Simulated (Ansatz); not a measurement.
Rows from a G0W0 calculation on GeH5CBr3N2 (CH(NH2)2GeBr3) (Ansatz 0.2.0; G0W0 on PBE, plane waves, PAW; PAW set soft_1; 4×4×4 mesh, 174 empty bands, screening to 52 eV, PAW set soft_1 files), in eV. Spin-orbit coupling is left out.

The structure was built from a prototype and need not be the compound's stable phase.

```csv
row,k,band,start,Σx,Σc at the solution,Vxc
A,"(-0.500, -0.500, -0.500)",v2,0.798,-19.368,2.901,-15.582
B,"(-0.500, -0.500, -0.500)",v1,2.016,-17.567,1.383,-15.765
C,"(-0.500, -0.500, -0.500)",c2,4.272,-7.827,-3.090,-11.640
D,"(-0.500, -0.500, -0.500)",c1,4.163,-8.183,-3.038,-11.997
E,"(-0.500, -0.500, -0.500)",c3,4.426,-8.237,-3.072,-12.058
F,"(-0.500, -0.500, -0.500)",v3,0.797,-19.616,2.936,-15.801
```

**Question.** Give the quasiparticle energies and the shift of each level.

The quasiparticle equation reads E = start + Σx + Σc(E) − Vxc.

```csv
row,E (eV),shift (eV)
A,-0.086,−0.885
B,1.597,−0.419
C,4.996,+0.724
D,4.940,+0.777
E,5.174,+0.748
F,-0.082,−0.879
```

The gap over the computed points goes from 2.15 eV to 3.34 eV.

Limits: not at the basis limit; no spin-orbit coupling.

[Paths, hosts, dates, memory and timing lines, banners, echoed tables and standing remarks are left out of the program output.]

[Logs are printed without paths, hosts, clocks, repeated set-up lines and the standing remarks that a program may print on its own settings, such as how far it seeks lower states.]

[Runs of the session that timed out or met a known fault of the program may be left out.]

[Cells called generated may have been cut or substituted from an entry of the Crystallography Open Database or the Materials Project.]

[Hosts, paths, dates, database ids (printed as entryN), source tags and the programs' standing remarks are cut or masked in the printed files.]
